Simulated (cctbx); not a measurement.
# What is wrong with this refinement?

Cell a = 11.0670 Å, b = 11.0670 Å, c = 11.0670 Å, α = 90.00°, β = 90.00°, γ = 90.00°; space group Fd-3m (no. 227, origin choice 1). The compound is Lu2HgS4.

Simulated single-crystal data (cctbx): Mo Kα, λ = 0.71073 Å, to d = 0.6 Å, 50 % of the full sphere, strongest reflection 20000 counts, noise from counting, a 2 % proportional error and a noise floor of 8 counts (s.d.); no absorption.

An isotropic refinement with weights 1/σ² prints:

```text
Rint 0.028, 191 unique reflections to 0.60 A
cycle     R1     wR2    GooF  max shift (A)
   1  0.1973  0.4611  36.676   0.09261
  12  0.0093  0.0182   1.449   0.00404
final R1 0.0084 wR2 0.0154 GooF 1.221  parameters 7  data/parameter 27.3
atom        x        y        z      Ueq    occ   su(xyz)  su(Uiso or U11)
Hg1    0.25000  0.75000  0.25000   0.0063  1.000  0.00000  0.0000
Lu1    0.37500  0.12500  0.37500   0.0077  1.000  0.00000  0.0000
S1     0.12819  0.12819  0.37181   0.0104  1.000  0.00005  0.0001
S2     0.96244  0.53756  0.16454   1.0000  1.000  0.00259  0.0380
difference map: max 1.49 min -1.30 rms 0.30
Q1    0.1078  0.1078  0.3922   32    1.64  0.39 A from S1
Q2    0.1250  0.1250  0.6250   16    1.40  2.09 A from S2
Q3    0.0245  0.0245  0.9253   96    1.22  1.61 A from S1
Q4    0.0844  0.0844  0.0844   32    1.18  0.78 A from Lu1
Q5    0.1250  0.1250  0.1250   16    1.18  0.00 A from Lu1
Q6    0.0837  0.0837  0.8557   96    1.13  0.65 A from S1
```

Q: Accept it or mend it, and why?

Mend it. The fault: spurious atom: S2. Against the right model at the same level, R1 goes from 0.0069 to 0.0084 and GooF from 0.97 to 1.22 and S2 takes U = the program's ceiling. A site with no density behind it hides by a very large U or drifts. The fit had not settled when the cycles ran out.

The compound is Lu2HgS4. The right model at the same level gives:

```text
Rint 0.028, 191 unique reflections to 0.60 A
cycle     R1     wR2    GooF  max shift (A)
   1  0.1660  0.3488  27.518   0.00915
   2  0.0069  0.0123   0.974   0.00000
final R1 0.0069 wR2 0.0123 GooF 0.974  parameters 4  data/parameter 47.8
atom        x        y        z      Ueq    occ   su(xyz)  su(Uiso or U11)
Hg1    0.25000  0.75000  0.25000   0.0062  1.000  0.00000  0.0000
Lu1    0.37500  0.12500  0.37500   0.0077  1.000  0.00000  0.0000
S1     0.12818  0.12818  0.37182   0.0103  1.000  0.00004  0.0001
difference map: max 1.66 min -1.32 rms 0.28
Q1    0.1075  0.1075  0.3925   32    1.81  0.40 A from S1
Q2    0.1250  0.1250  0.6250   16    1.15  2.40 A from Hg1
Q3    0.1250  0.1250  0.1250   16    1.10  0.00 A from Lu1
Q4    0.0846  0.0846  0.8564   96    1.09  0.63 A from S1
Q5    0.0244  0.0244  0.9256   96    1.07  1.61 A from S1
Q6    0.0844  0.0844  0.0844   32    0.98  0.78 A from Lu1
```

The model is made up (kin elements in a known structure type, no relaxation), so it says nothing on whether the phase exists.

[Middle refinement cycles are left out of these outputs.]

[Logs are printed without paths, hosts, clocks, repeated set-up lines and the standing remarks that a program may print on its own settings, such as how far it seeks lower states.]
